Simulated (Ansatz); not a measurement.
**Simulated XPS, UPS and emission spectra of Sc5Pd4Si6**

Aim: the valence spectrum of Sc5Pd4Si6 from He I to hard X-rays, and which orbitals make each feature. Spin–orbit coupling is left out of the bands throughout.

Calculated with Ansatz 0.2.0; DFT, PBE, plane-wave PAW, default files, scalar-relativistic, in the first sound run; inputs show where later runs differ.

This is a report of a sequence of runs, with most program output left out.

## (1) Set-up

It takes space group Immm (No. 71, orthorhombic). Conventional cell: a = 3.977 Å, b = 9.460 Å, c = 13.159 Å, α = 90.00°, β = 90.00°, γ = 90.00°. Nearest to Pd lie 4 Si at 2.43 to 2.65 Å and 6 Sc at 2.88 to 3.36 Å and 2 Pd at 2.94 Å. Nearest to Sc lie 6 Si at 2.73 to 2.82 Å and 4 Pd at 3.03 Å. Nearest to Sc lie 6 Si at 2.70 to 2.84 Å and 2 Pd at 2.88 Å. Sc has 8 Si at 3.01 Å and 4 Pd at 3.36 Å nearest. Nearest to Si lie 1 Si at 2.34 Å and 2 Pd at 2.44 Å and 6 Sc at 2.70 to 2.82 Å. Nearest to Si lie 1 Si at 2.34 Å and 3 Pd at 2.43 to 2.65 Å and 5 Sc at 2.73 to 3.01 Å. Farther neighbours are not listed.

## (2) The base run

First the ground state, then the DOS by atom and shell, which the cross sections turn into spectra. The DOS is taken on a denser mesh than the density.

Input file input.yaml:

```yaml
crystal:
  lattice:
    - [-1.98835, 4.7299, 6.5795]
    - [1.98835, -4.7299, 6.5795]
    - [1.98835, 4.7299, -6.5795]
  atoms:
    - { symbol: Pd, position: [0.098843, 0.831561, 0.267282] }
    - { symbol: Pd, position: [0.564279, 0.831561, 0.732718] }
    - { symbol: Pd, position: [0.901157, 0.168439, 0.732718] }
    - { symbol: Pd, position: [0.435721, 0.168439, 0.267282] }
    - { symbol: Sc, position: [0.3281, 0.5, 0.8281] }
    - { symbol: Sc, position: [0.6719, 0.5, 0.1719] }
    - { symbol: Sc, position: [0.72752, 0.72752, 0.0] }
    - { symbol: Sc, position: [0.27248, 0.27248, 0.0] }
    - { symbol: Sc, position: [0.0, 0.0, 0.0] }
    - { symbol: Si, position: [0.58886, 0.08886, 0.5] }
    - { symbol: Si, position: [0.41114, 0.91114, 0.5] }
    - { symbol: Si, position: [0.02269, 0.64636, 0.37633] }
    - { symbol: Si, position: [0.27003, 0.64636, 0.62367] }
    - { symbol: Si, position: [0.97731, 0.35364, 0.62367] }
    - { symbol: Si, position: [0.72997, 0.35364, 0.37633] }
kpoints:
  mp_grid: { grid: [8, 8, 8] }
  band_path:
    path:
      - [[0.0, 0.0, 0.0], [0.5, 0.5, -0.5], [0.272832, 0.727168, -0.272832]]
      - [[-0.272832, 0.272832, 0.272832], [0.0, 0.0, 0.0], [0.379199, -0.379199, 0.379199]]
      - [[0.620801, 0.379199, -0.379199], [0.5, 0.5, -0.5]]
      - [[0.0, 0.0, 0.0], [0.0, 0.5, 0.0], [0.25, 0.25, 0.25], [0.5, 0.0, 0.0], [0.0, 0.0, 0.0]]
    npoints: 6
scf:
  occupations: { method: fermi_dirac, width: 0.05 }
  n_extra_bands: 34
hamiltonian:
  xc: pbe
  pseudopotentials: { kind: paw }
output:
  forces: true
  stress: true
  dos:
    projected: true
    de: 0.05
    e_range: [-30, 12]
    nscf_kmesh: { grid: [14, 14, 14] }
  fatbands: true
  write_density: true
  write_potential: true
  elf: true
  volumetric_format: npy
```

Launch:

```console
$ ansatz run input.yaml --threads 4 --pin off --max-ram 8192MiB --backend cpu --events-out ev --progress --plain --runs-dir out
```

The job ended after 2.2 min (4 threads of INTEL XEON PLATINUM 8581C at 2.10GHz (Emerald Rapids), shared host; peak memory 5.5 GiB).

Numbers from this step:

```yaml
free_energy: -42399.6999 eV
energy_at_zero_smearing: -42399.6813 eV
smearing_term_ts: 0.03718 eV
fermi_energy: 13.25 eV
symmetry_operations: 8
pressure: 2.326 GPa
zero_of_energy: Fermi level
share_of_occupied_states_in_no_projected_shell: 0.0126 of the occupied states in the window
dos_at_the_fermi_level: 4.836 states/eV/cell
```

The electronic bands at the labelled points (eV, zero at the Fermi level; # counts the bands kept):

| point | #36 | #37 | #38 | #39 | #40 | #41 | #42 | #43 |
| --- | --- | --- | --- | --- | --- | --- | --- | --- |
| Γ | -0.29 | -0.10 | -0.06 | -0.03 | 0.04 | 0.04 | 0.49 | 0.97 |
| halfway | -0.50 | -0.35 | -0.34 | -0.15 | 0.01 | 0.31 | 0.58 | 1.12 |
| X | -1.04 | -0.46 | -0.39 | -0.15 | 0.02 | 0.66 | 0.66 | 0.93 |
| halfway | -0.98 | -0.83 | -0.63 | -0.58 | -0.18 | 0.60 | 0.86 | 0.91 |
| F2 | -1.52 | -1.47 | -1.15 | -0.90 | -0.65 | 0.52 | 0.93 | 0.97 |
| jump to Σ0 | -1.52 | -1.47 | -1.15 | -0.90 | -0.65 | 0.52 | 0.93 | 0.97 |
| halfway | -1.05 | -0.85 | -0.76 | -0.22 | -0.04 | 0.16 | 0.43 | 0.84 |
| Γ | -0.29 | -0.10 | -0.06 | -0.03 | 0.04 | 0.04 | 0.49 | 0.97 |
| halfway | -0.45 | -0.40 | -0.38 | -0.06 | 0.17 | 0.33 | 0.57 | 0.79 |
| Y0 | -0.88 | -0.56 | -0.51 | -0.06 | 0.01 | 0.65 | 0.77 | 0.80 |
| jump to U0 | -0.88 | -0.56 | -0.51 | -0.06 | 0.01 | 0.65 | 0.77 | 0.80 |
| halfway | -1.02 | -0.48 | -0.45 | -0.12 | 0.02 | 0.66 | 0.74 | 0.89 |
| X | -1.04 | -0.46 | -0.39 | -0.15 | 0.02 | 0.66 | 0.66 | 0.93 |
| jump to Γ | -0.29 | -0.10 | -0.06 | -0.03 | 0.04 | 0.04 | 0.49 | 0.97 |
| halfway | -1.06 | -0.80 | -0.78 | -0.11 | -0.07 | 0.27 | 0.57 | 0.88 |
| R | -1.42 | -1.37 | -1.30 | -0.67 | -0.58 | 0.50 | 0.58 | 1.10 |
| halfway | -1.60 | -1.42 | -1.38 | -0.85 | -0.65 | 0.48 | 0.67 | 1.18 |
| W | -1.53 | -1.50 | -1.42 | -1.00 | -0.72 | 0.46 | 0.75 | 1.34 |
| halfway | -1.00 | -0.82 | -0.50 | -0.44 | -0.03 | 0.36 | 0.79 | 0.98 |
| S | -0.46 | -0.43 | -0.30 | -0.21 | -0.07 | 0.38 | 0.71 | 0.80 |
| halfway | -0.50 | -0.32 | -0.27 | -0.08 | 0.14 | 0.21 | 0.63 | 0.86 |
| Γ | -0.29 | -0.10 | -0.06 | -0.03 | 0.04 | 0.04 | 0.49 | 0.97 |

Of the projections kept (Pd d, Sc s, Sc d, Si s, Si p, not projected), the largest for each band there; the rest of the weight can lie on other orbitals:

| point | #36 | #37 | #38 | #39 | #40 | #41 | #42 | #43 |
| --- | --- | --- | --- | --- | --- | --- | --- | --- |
| Γ | Sc d 0.51 | Sc d 0.57 | Sc d 0.41 | Sc d 0.80 | Sc d 0.77 | Si p 0.40 | Sc d 0.57 | Sc d 0.59 |
| X | Sc d 0.44 | Si p 0.52 | Sc d 0.60 | Sc d 0.73 | Sc d 0.74 | Sc d 0.79 | Sc d 0.57 | Sc d 0.79 |
| F2 | Sc d 0.45 | Sc d 0.45 | Si p 0.50 | Si p 0.43 | Si p 0.46 | Sc d 0.70 | Sc d 0.57 | Sc d 0.49 |
| Σ0 | Sc d 0.45 | Sc d 0.45 | Si p 0.50 | Si p 0.43 | Si p 0.46 | Sc d 0.70 | Sc d 0.57 | Sc d 0.49 |
| Γ | Sc d 0.51 | Sc d 0.57 | Sc d 0.41 | Sc d 0.80 | Sc d 0.77 | Si p 0.40 | Sc d 0.57 | Sc d 0.59 |
| Y0 | Sc d 0.37 | Sc d 0.52 | Si p 0.53 | Sc d 0.68 | Sc d 0.73 | Sc d 0.79 | Sc d 0.79 | Sc d 0.74 |

The DOS has structure finer than the step of the table below, so its rows give means over 2 eV, whole bins alone (the curve runs from -30.0 to 5.72 eV). Peaks (eV: height): total -28.4: 20, -27.9: 140, -4.1: 25.8, 3.3: 19.9; Pd 4d -4.7: 15.6, -4.1: 20.1, -3.6: 15.5, -2.9: 12.9; Si 3p -5.0: 5.12, -4.7: 5.45, -1.6: 4.43, 4.3: 4.34; Sc 3d 1.6: 12.7, 1.9: 11.8, 2.2: 14.4, 3.3: 14.0; Si 3s -9.4: 6.40, -7.2: 4.11, 4.0: 1.46.

* holds the states left over by the projection beside any projected weight of its own, shared among the starred shells. Table of DOS by E, zero at the Fermi level; means over each step; 7 of 10 lines; values in states/eV/cell:

| E (eV) | total | Pd 4d | Si 3p | Sc 3d | Si 3s | Sc 4s | Sc 4p* |
| --- | --- | --- | --- | --- | --- | --- | --- |
| -28 | 15.0 | 0.0149 | 0.119 | 0.00926 | 0.0220 | 0.0117 | 0 |
| -26 | 0 | 0 | 0 | 0 | 0 | 0 | 0 |
| -24 | 0 | 0 | 0 | 0 | 0 | 0 | 0 |
| -22 | 0 | 0 | 0 | 0 | 0 | 0 | 0 |
| -20 | 0 | 0 | 0 | 0 | 0 | 0 | 0 |
| -18 | 0 | 0 | 0 | 0 | 0 | 0 | 0 |
| -16 | 0 | 0 | 0 | 0 | 0 | 0 | 0 |
| -14 | 0 | 0 | 0 | 0 | 0 | 0 | 0 |
| -12 | 0 | 0 | 0 | 0 | 0 | 0 | 0 |
| -10 | 3.00 | 0.170 | 0.258 | 0.160 | 1.91 | 0.436 | 0.0355 |
| -8 | 2.94 | 0.529 | 0.546 | 0.271 | 1.40 | 0.112 | 0.0323 |
| -6 | 3.43 | 1.57 | 1.29 | 0.202 | 0.0596 | 0.242 | 0.0272 |
| -4 | 16.7 | 12.1 | 3.05 | 0.790 | 0.220 | 0.280 | 0.126 |
| -2 | 10.0 | 3.56 | 3.39 | 2.06 | 0.373 | 0.224 | 0.223 |
| 0 | 6.55 | 0.877 | 1.63 | 3.49 | 0.0926 | 0.0789 | 0.210 |
| 2 | 12.3 | 0.600 | 0.997 | 9.49 | 0.252 | 0.232 | 0.380 |
| 4 | 11.9 | 0.306 | 2.46 | 6.31 | 0.935 | 0.720 | 0.646 |

This run's widths, added to any smearing of the DOS itself: Gaussian 0.15 eV, Lorentzian 0.2 eV plus 0.05 an eV of depth. The intensity by binding energy, zero at the Fermi level; values in % of the maximum within 13 eV:

| binding energy (eV) | 21.2 eV | 40.8 eV | 1486.7 eV | 9251.7 eV |
| --- | --- | --- | --- | --- |
| 0 | 14.2 | 9.82 | 4.71 | 4.81 |
| 2 | 35.5 | 30.4 | 25.0 | 26.7 |
| 4 | 97.6 | 97.5 | 97.5 | 97.6 |
| 6 | 9.22 | 8.94 | 9.10 | 10.5 |
| 8 | 5.28 | 4.87 | 6.56 | 13.8 |
| 10 | 2.69 | 2.53 | 5.38 | 15.9 |
| 12 | - | 0.428 | 0.764 | 1.45 |
| 14 | - | 0.231 | 0.523 | 0.799 |
| 16 | - | 0.151 | 0.514 | 0.726 |
| 18 | - | 0.108 | 0.613 | 0.842 |
| 20 | - | 0.0811 | 0.859 | 1.16 |
| 22 | - | 0.0634 | 1.43 | 1.93 |
| 24 | - | 0.0510 | 3.04 | 4.10 |
| 26 | - | 0.0419 | 10.8 | 14.5 |
| 28 | - | - | 73.1 | 98.6 |

Maxima picked by a test of local sharpness, so broad peaks and shoulders can be missing; peaks within 0.45 eV of a curve's cut are left out. Valence peaks, by row:

| photon energy (eV) | binding energy (eV) | height (% of the maximum within 13 eV) | main shell | its share (%) |
| --- | --- | --- | --- | --- |
| 21.2 | 9.35 | 5.292 | Pd 4d | 46.86 |
| 21.2 | 7.25 | 11.99 | Pd 4d | 63.48 |
| 21.2 | 4.1 | 100 | Pd 4d | 92.67 |
| 21.2 | 1.3 | 40.46 | Sc 3d | 56.77 |
| 21.2 | 0.6 | 34.98 | Sc 3d | 66.4 |
| 40.8 | 9.4 | 4.785 | Pd 4d | 53.22 |
| 40.8 | 7.25 | 10.91 | Pd 4d | 71.84 |
| 40.8 | 4.1 | 100 | Pd 4d | 95.38 |
| 40.8 | 1.4 | 31.1 | Pd 4d | 55.53 |
| 1487 | 28 | 73.37 | Sc 3p | 99.72 |
| 1487 | 9.45 | 8.791 | Si 3s | 62.43 |
| 1487 | 7.25 | 13.18 | Pd 4d | 60.83 |
| 1487 | 4.1 | 100 | Pd 4d | 97.62 |
| 9252 | 28 | 98.93 | Sc 3p | 99.66 |
| 9252 | 9.45 | 24.72 | Si 3s | 80.42 |
| 9252 | 7.3 | 25.51 | Si 3s | 63.57 |
| 9252 | 4.1 | 100 | Pd 4d | 95.32 |

The intensity has structure finer than the step of the table below, so its rows give means over 1 eV, whole bins alone (the curve runs from -30.0 to 1.43 eV). Peaks (eV: height): Pd L-beta2 -3.9: 100.0; Sc L-alpha -1.0: 100.0; Si K-beta -4.8: 91.8, -1.6: 99.9; Si K-beta, E along x -1.6: 118; Si K-beta, E along y -4.8: 95.1, -1.4: 80.5.

Shapes are the site's partial DOS without matrix elements, which overweights lines from ligand s bands. Table of intensity by emission energy less the core level's binding energy, zero at the Fermi level; means over each step; values in % of the unpolarised maximum:

| emission energy less the core level's binding energy (eV) | Pd L-beta2 | Sc L-alpha | Si K-beta | Si K-beta, E along x | Si K-beta, E along y | Si K-beta, E along z | Si L2,3 |
| --- | --- | --- | --- | --- | --- | --- | --- |
| -29 | 0.414 | 0.145 | 1.36 | 1.60 | 1.09 | 1.39 | 0.404 |
| -28 | 0.463 | 0.231 | 2.13 | 2.48 | 1.72 | 2.19 | 0.720 |
| -27 | 0.484 | 0.143 | 1.34 | 1.54 | 1.09 | 1.39 | 0.406 |
| -26 | 0.500 | 0.0737 | 0.611 | 0.687 | 0.519 | 0.627 | 0.183 |
| -25 | 0.529 | 0.0560 | 0.369 | 0.403 | 0.333 | 0.372 | 0.132 |
| -24 | 0.573 | 0.0524 | 0.286 | 0.302 | 0.273 | 0.284 | 0.122 |
| -23 | 0.629 | 0.0536 | 0.257 | 0.264 | 0.256 | 0.252 | 0.127 |
| -22 | 0.698 | 0.0573 | 0.253 | 0.253 | 0.259 | 0.245 | 0.139 |
| -21 | 0.781 | 0.0629 | 0.262 | 0.257 | 0.276 | 0.253 | 0.157 |
| -20 | 0.881 | 0.0703 | 0.282 | 0.271 | 0.303 | 0.271 | 0.184 |
| -19 | 1.00 | 0.0800 | 0.312 | 0.295 | 0.340 | 0.299 | 0.220 |
| -18 | 1.15 | 0.0925 | 0.353 | 0.329 | 0.392 | 0.339 | 0.270 |
| -17 | 1.34 | 0.109 | 0.409 | 0.374 | 0.460 | 0.392 | 0.341 |
| -16 | 1.58 | 0.131 | 0.485 | 0.433 | 0.554 | 0.466 | 0.448 |
| -15 | 1.90 | 0.162 | 0.591 | 0.513 | 0.688 | 0.570 | 0.619 |
| -14 | 2.33 | 0.209 | 0.746 | 0.625 | 0.889 | 0.725 | 0.918 |
| -13 | 2.93 | 0.288 | 0.998 | 0.788 | 1.23 | 0.980 | 1.53 |
| -12 | 3.82 | 0.452 | 1.50 | 1.06 | 1.92 | 1.50 | 3.31 |
| -11 | 5.27 | 1.06 | 3.04 | 1.74 | 4.19 | 3.18 | 15.1 |
| -10 | 7.58 | 4.26 | 7.65 | 3.39 | 10.9 | 8.65 | 70.2 |
| -9 | 11.0 | 6.05 | 10.3 | 4.17 | 15.7 | 11.0 | 68.2 |
| -8 | 16.6 | 7.78 | 16.3 | 6.25 | 28.5 | 14.3 | 55.8 |
| -7 | 26.2 | 10.1 | 19.8 | 11.1 | 28.5 | 19.9 | 57.6 |
| -6 | 45.8 | 8.08 | 37.4 | 36.8 | 42.6 | 32.8 | 9.20 |
| -5 | 77.9 | 20.9 | 84.8 | 88.2 | 88.9 | 77.2 | 7.08 |
| -4 | 98.1 | 27.0 | 83.3 | 89.8 | 86.3 | 73.9 | 10.5 |
| -3 | 85.5 | 35.3 | 77.8 | 94.5 | 68.3 | 70.5 | 16.6 |
| -2 | 57.5 | 64.9 | 93.1 | 112 | 73.6 | 93.9 | 15.6 |
| -1 | 35.6 | 96.3 | 86.9 | 101 | 72.3 | 86.4 | 10.3 |
| 0 | 20.9 | 49.7 | 35.5 | 42.2 | 28.6 | 34.4 | 2.65 |

Window up to 5.7 eV. Shell moments, by row:

| element | shell | occupied states an atom | centre of occupied part (eV) | rms width of occupied part (eV) | centre up to the window's top (eV) | rms width up to the window's top (eV) |
| --- | --- | --- | --- | --- | --- | --- |
| Pd | 5s | 0.05561 | -5.96 | 2.875 | -5.38 | 3.593 |
| Pd | 5p* | 0.1905 | -2.79 | 2.46 | 2.393 | 3.301 |
| Pd | 4d | 9.248 | -3.855 | 1.531 | -3.461 | 2.133 |
| Sc | 4s | 0.5399 | -6.228 | 3.723 | -0.9701 | 5.856 |
| Sc | 3p | 5.928 | -28.05 | 0.2271 | -28.05 | 0.2271 |
| Sc | 4p* | 0.2153 | -3.16 | 2.53 | 2.162 | 3.533 |
| Sc | 3d | 1.986 | -2.5 | 2.523 | 1.53 | 2.639 |
| Si | 3s | 1.35 | -7.777 | 2.93 | -4.688 | 5.738 |
| Si | 3p | 3.264 | -3.728 | 3.433 | -1.307 | 4.526 |

Valence density in the bc plane of the conventional cell at fractional x = 0.000, with atoms of Pd and Sc and Si within 0.2 Å of it. It is the smooth field of the valence electrons, not physical close to the nuclei.

Values in e/Å³, 13 rows by 16 columns, each cell a mean:
```
 3  1  0  0  0  0  0  0  0  0  0  0  0  0  0  2
 0  0  0  3  6  2  0  0  0  0  1  5  4  1  0  0
 1  0  0  4  8  3  0  0  0  0  2  8  6  1  0  1
 6  1  0  0  0  0  0  0  0  0  0  0  0  0  1  5
 1  0  0  0  0  0  0  0  0  0  0  0  0  0  0  0
 0  0  1  1  0  0  0  0  0  0  0  0  1  1  0  0
 0  1  6  5  1  0  0  0  0  0  0  0  3  6  2  0
 0  0  0  0  0  0  0  0  0  0  0  0  0  1  0  0
 1  0  0  0  0  0  0  0  0  0  0  0  0  0  0  1
 6  1  0  0  1  0  0  0  0  0  0  1  0  0  1  4
 0  0  0  5 10  4  0  0  0  0  2  9  8  1  0  0
 0  0  0  2  4  1  0  0  0  0  1  3  3  0  0  0
 4  1  0  0  0  0  0  0  0  0  0  0  0  0  0  3
```
Columns run along b (9.5 Å), rows up along c (13.2 Å), edges of the conventional cell, whose origin can differ from the input's. Atoms in or near the plane, at fractional coordinates: Pd at (0.27, 0.83), Pd at (0.73, 0.83), Pd at (0.73, 0.17), Pd at (0.27, 0.17), Sc at (0.83, 0.50), Sc at (0.17, 0.50), Sc at (0.00, 0.73), Sc at (0.00, 0.27), Sc at (0.00, 0.00), Si at (0.50, 0.09), Si at (0.50, 0.91), Si at (0.38, 0.65), Si at (0.62, 0.65), Si at (0.62, 0.35) and more.

Electrostatic potential energy in the bc plane of the conventional cell at fractional x = 0.000, with atoms of Pd and Sc and Si within 0.2 Å of it. With pseudopotentials it is smooth inside the atoms' cores, unlike the true potential.

Ten even steps from '_' (-55 eV) to '@' (16 eV), each cell a mean:
```
..--##%%@@@@@@@@@@@@@@@@##**##%%@@@@@@@@@@@@@@@@%%++..
####%%@@@@@@@@@@@@@@@@##--....++%%@@@@@@@@@@@@@@@@%%##
@@@@@@@@@@%%**++**%%%%##--....++%%%%##++++##@@@@@@@@@@
@@@@@@@@%%++..__..++%%%%##**##%%@@##--____--##@@@@@@@@
%%%%@@@@%%++::__::++%%@@@@@@@@@@@@##--....--##@@@@%%%%
::==##@@@@%%##**##%%@@@@@@@@@@@@@@@@%%****%%@@@@%%**--
__::**%%@@@@@@@@@@%%%%%%@@@@@@@@%%%%%%@@@@@@@@@@##==__
==++%%@@@@@@@@@@**--::==##@@%%++--::++%%@@@@@@@@%%##==
%%@@@@@@@@@@@@%%++..__..**%%##--____--##@@@@@@@@@@@@%%
@@@@@@@@@@@@@@@@##++==**%%@@%%##++==**%%@@@@@@@@@@@@@@
@@@@%%##++**##%%@@@@@@@@@@@@@@@@@@@@@@@@%%**++**##@@@@
@@@@##--____==##@@@@@@@@@@@@@@@@@@@@@@%%**..__..++%%@@
@@@@##==....++##@@@@@@@@@@@@@@@@@@@@@@%%**--..::**%%@@
@@@@@@%%####%%@@@@%%%%%%@@@@@@@@%%%%%%@@%%######%%@@@@
@@@@@@@@@@@@@@%%**--::==##@@%%++----++%%@@@@@@@@@@@@@@
##%%@@@@@@@@@@%%++..__..**%%##--____--##@@@@@@@@@@%%%%
::==##@@@@@@@@@@##++==++%%@@%%##====**%%@@@@@@@@%%**::
__::**%%@@@@@@@@@@@@@@@@@@@@@@@@@@@@@@@@@@@@@@@@##==__
==**%%@@@@##++==++%%@@@@@@@@@@@@@@%%**++++**%%@@%%##++
%%@@@@@@%%==..__..++%%@@@@@@@@@@@@##--____::**@@@@@@%%
@@@@@@@@%%++::..::**%%%%**++++##%%##==....==##@@@@@@@@
@@@@@@@@@@@@######@@@@**::__..==%%@@%%####%%@@@@@@@@@@
++**%%@@@@@@@@@@@@@@@@##==::--**%%@@@@@@@@@@@@@@%%##**
__::**%%@@@@@@@@@@@@@@@@%%##%%%%@@@@@@@@@@@@@@@@##==__
```
Columns run along b (9.5 Å; values clipped at the 3rd and 97th percentile), rows up along c (13.2 Å), edges of the conventional cell, whose origin can differ from the input's. Atoms in or near the plane, at fractional coordinates: Pd at (0.27, 0.83), Pd at (0.73, 0.83), Pd at (0.73, 0.17), Pd at (0.27, 0.17), Sc at (0.83, 0.50), Sc at (0.17, 0.50), Sc at (0.00, 0.73), Sc at (0.00, 0.27), Sc at (0.00, 0.00), Si at (0.50, 0.09), Si at (0.50, 0.91), Si at (0.38, 0.65), Si at (0.62, 0.65), Si at (0.62, 0.35) and more.

[end of part 1 of 3]

[Logs are printed without paths, hosts, clocks, repeated set-up lines and the standing remarks that a program may print on its own settings, such as how far it seeks lower states.]

[Hosts, paths, dates, database ids (printed as entryN), source tags and the programs' standing remarks are cut or masked in the printed files.]

[Maps of the electrostatic potential energy from Ansatz leave out the sawtooth potential of an applied field or a dipole correction, so their vacuum need not be flat; work functions include it.]

[Peak lists hold at most the 14 tallest peaks of each spectrum; further lines can be left out.]
